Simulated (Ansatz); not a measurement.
## λ, α²F and ρ(T) of CaPb in the L10 ordering: relaxation

Ansatz 0.2.0; DFT PBEsol, scalar-relativistic, plane waves, PAW.

The structure was built from a prototype and need not be the compound's stable phase.

Symmetry: P4/mmm, No. 123, tetragonal system. The conventional cell has a = 3.736 Å, b = 3.736 Å, c = 5.284 Å, α = 90.00°, β = 90.00°, γ = 90.00°. Ca has 4 Ca at 3.74 Å and 8 Pb at 3.74 Å nearest. Nearest to Pb lie 4 Pb at 3.74 Å and 8 Ca at 3.74 Å. Farther neighbours are not listed.

Relaxation path:

```csv
step,energy less that of the first step (eV),largest force component (eV/Å),pressure (GPa),volume (Å³)
1,0.0000,0.0000,-5.64,73.76
2,-0.2405,0.0000,-4.48,67.12
3,-0.3983,0.0000,-2.20,60.62
4,-0.4254,0.0000,1.21,55.35
5,-0.4302,0.0000,0.48,56.38
6,-0.4314,0.0000,0.02,56.98
7*,-0.4309,0.0000,0.02,56.98
```

Relaxation steps marked * repeat the geometry before them on a plane-wave basis chosen anew for their cell, so energy and pressure can jump there.

Forces are held to the 16 operations that the run works with; a distortion that breaks them can't arise in this run.

```csv
cell as run,before,after,change
a (Å),3.736,3.535,-5.4 %
b (Å),3.736,3.535,-5.4 %
c (Å),5.284,4.560,-13.7 %
volume (Å³/atom),36.88,28.49,-22.7 %
```

Final coordinates:

```xyz
2
Lattice="3.5349 0.0000 0.0000 0.0000 3.5349 0.0000 0.0000 0.0000 4.5598" Properties=species:S:1:pos:R:3 pbc="T T T"
Ca    0.0000    0.0000    0.0000
Pb    1.7675    1.7675    2.2799
```

Numbers from this step:

```yaml
pressure: 0.01546 GPa
volume_per_atom: 28.49 Å³
metallic_on_mesh: yes
gap_on_the_k_mesh: 0 eV
```

Valence density in the ac plane at fractional y = 0.000, with atoms of Ca within 0.2 Å of it. It is the smooth field of the valence electrons, not physical close to the nuclei.

Values in e/Å³, 18 rows by 14 columns, each cell a mean:
```
6.1 5.0 3.0 1.0 0.3 0.1 0.1 0.1 0.1 0.1 0.4 1.4 3.4 5.4
3.9 3.1 1.8 0.6 0.2 0.1 0.1 0.1 0.1 0.1 0.2 0.8 2.0 3.4
1.6 1.3 0.7 0.3 0.1 0.1 0.1 0.1 0.1 0.1 0.1 0.4 0.8 1.4
0.4 0.3 0.2 0.1 0.1 0.1 0.1 0.1 0.1 0.1 0.1 0.1 0.2 0.4
0.1 0.1 0.1 0.1 0.1 0.1 0.1 0.1 0.1 0.1 0.1 0.1 0.1 0.1
0.1 0.1 0.1 0.1 0.1 0.1 0.1 0.1 0.1 0.1 0.1 0.1 0.1 0.1
0.1 0.1 0.1 0.1 0.1 0.1 0.1 0.1 0.1 0.1 0.1 0.1 0.1 0.1
0.1 0.1 0.1 0.1 0.1 0.1 0.1 0.1 0.1 0.1 0.1 0.1 0.1 0.1
0.1 0.1 0.1 0.1 0.1 0.1 0.1 0.1 0.1 0.1 0.1 0.1 0.1 0.1
0.1 0.1 0.1 0.1 0.1 0.1 0.1 0.1 0.1 0.1 0.1 0.1 0.1 0.1
0.1 0.1 0.1 0.1 0.1 0.1 0.1 0.1 0.1 0.1 0.1 0.1 0.1 0.1
0.1 0.1 0.1 0.1 0.1 0.1 0.1 0.1 0.1 0.1 0.1 0.1 0.1 0.1
0.1 0.1 0.1 0.1 0.1 0.1 0.1 0.1 0.1 0.1 0.1 0.1 0.1 0.1
0.3 0.2 0.2 0.1 0.1 0.1 0.1 0.1 0.1 0.1 0.1 0.1 0.2 0.2
1.2 1.0 0.5 0.2 0.1 0.1 0.1 0.1 0.1 0.1 0.1 0.3 0.6 1.0
3.4 2.7 1.5 0.5 0.2 0.1 0.1 0.1 0.1 0.1 0.2 0.7 1.8 2.9
5.7 4.7 2.8 1.0 0.2 0.1 0.1 0.1 0.1 0.1 0.3 1.3 3.1 5.0
6.7 5.7 3.5 1.2 0.3 0.1 0.1 0.0 0.1 0.1 0.4 1.7 3.9 6.1
```
Columns run along a (3.5 Å), rows up along c (4.6 Å). Atoms in or near the plane, at fractional coordinates: Ca at (0.00, 0.00).

Electrostatic potential energy in the ac plane at fractional y = 0.000, with atoms of Ca within 0.2 Å of it. With pseudopotentials it is smooth inside the atoms' cores, unlike the true potential.

Ten even steps from '0' (-51 eV) to '9' (12 eV), each cell a mean:
```
00268999987510
12478999998642
45689999998765
77899999999887
99999999999999
99999999999999
99999999999999
99999999999999
99999999999999
99999999999999
99999999999999
99999999999999
99999999999999
88899999999988
56789999998876
12578999998642
00268999987520
00158899987410
```
Columns run along a (3.5 Å; values clipped at the 3rd and 97th percentile), rows up along c (4.6 Å). Atoms in or near the plane, at fractional coordinates: Ca at (0.00, 0.00).

ELF in the ac plane at fractional y = 0.000, with atoms of Ca within 0.2 Å of it. It is the smooth field of the valence electrons, not physical close to the nuclei.

Values, 18 rows by 14 columns, each cell a mean:
```
0.80 0.83 0.85 0.70 0.26 0.05 0.05 0.07 0.04 0.06 0.36 0.77 0.85 0.83
0.85 0.85 0.80 0.54 0.15 0.05 0.09 0.12 0.08 0.05 0.22 0.63 0.82 0.85
0.79 0.74 0.58 0.26 0.08 0.09 0.17 0.22 0.15 0.08 0.10 0.34 0.62 0.76
0.40 0.32 0.18 0.08 0.09 0.17 0.27 0.31 0.26 0.15 0.08 0.10 0.21 0.35
0.06 0.05 0.05 0.08 0.17 0.27 0.33 0.35 0.32 0.25 0.14 0.07 0.05 0.05
0.04 0.06 0.09 0.16 0.24 0.30 0.33 0.34 0.33 0.29 0.22 0.14 0.08 0.05
0.09 0.11 0.15 0.22 0.27 0.30 0.31 0.31 0.31 0.29 0.26 0.20 0.14 0.10
0.14 0.16 0.19 0.23 0.26 0.28 0.28 0.28 0.28 0.28 0.26 0.22 0.18 0.15
0.15 0.17 0.20 0.24 0.26 0.27 0.27 0.28 0.27 0.27 0.26 0.23 0.19 0.17
0.15 0.16 0.19 0.24 0.26 0.28 0.28 0.28 0.28 0.27 0.26 0.23 0.19 0.16
0.11 0.13 0.17 0.23 0.27 0.29 0.30 0.30 0.30 0.29 0.26 0.21 0.16 0.12
0.05 0.06 0.10 0.17 0.25 0.30 0.33 0.33 0.32 0.30 0.23 0.15 0.09 0.06
0.05 0.05 0.05 0.10 0.18 0.28 0.33 0.35 0.33 0.26 0.16 0.08 0.05 0.05
0.28 0.22 0.12 0.07 0.10 0.20 0.29 0.33 0.28 0.18 0.09 0.07 0.14 0.24
0.74 0.68 0.49 0.20 0.07 0.10 0.19 0.24 0.17 0.09 0.08 0.26 0.54 0.70
0.85 0.84 0.79 0.49 0.13 0.06 0.10 0.14 0.09 0.05 0.19 0.59 0.80 0.85
0.81 0.84 0.84 0.68 0.24 0.05 0.05 0.08 0.05 0.05 0.34 0.75 0.85 0.83
0.76 0.81 0.85 0.74 0.30 0.05 0.04 0.05 0.04 0.06 0.42 0.80 0.85 0.80
```
Columns run along a (3.5 Å), rows up along c (4.6 Å). Atoms in or near the plane, at fractional coordinates: Ca at (0.00, 0.00).

What was run to get this?

The system, level and task follow from the heading and the kind of results. Meshes, cutoffs and thresholds can't be read from the results; these are the ones that the run used.

File input.yaml:

```yaml
crystal:
  lattice:
    - [3.73618, 0.0, 0.0]
    - [0.0, 3.73618, 0.0]
    - [0.0, 0.0, 5.28381]
  atoms:
    - { symbol: Ca, position: [0.0, 0.0, 0.0] }
    - { symbol: Pb, position: [0.5, 0.5, 0.5] }
kpoints:
  mp_grid: { grid: [8, 8, 6] }
hamiltonian:
  xc: pbesol
scf:
  occupations: { method: gaussian, width: 0.1 }
output:
  forces: true
  stress: true
  eigenvalues: true
  write_density: true
  write_potential: true
  elf: true
  volumetric_format: npy
relax:
  adjacent_minimum: "off"
  f_tol: 0.005
  max_steps: 80
  cell: { stress_tol: 0.05 }
```

The run is started by

```bash
$ ansatz run input.yaml --threads 4 --pin off --max-ram 8192MiB --backend cpu --events-out ev --progress --plain --runs-dir out
```

[Logs are printed without paths, hosts, clocks, repeated set-up lines and the standing remarks that a program may print on its own settings, such as how far it seeks lower states.]

[Hosts, paths, dates, database ids (printed as entryN), source tags and the programs' standing remarks are cut or masked in the printed files.]
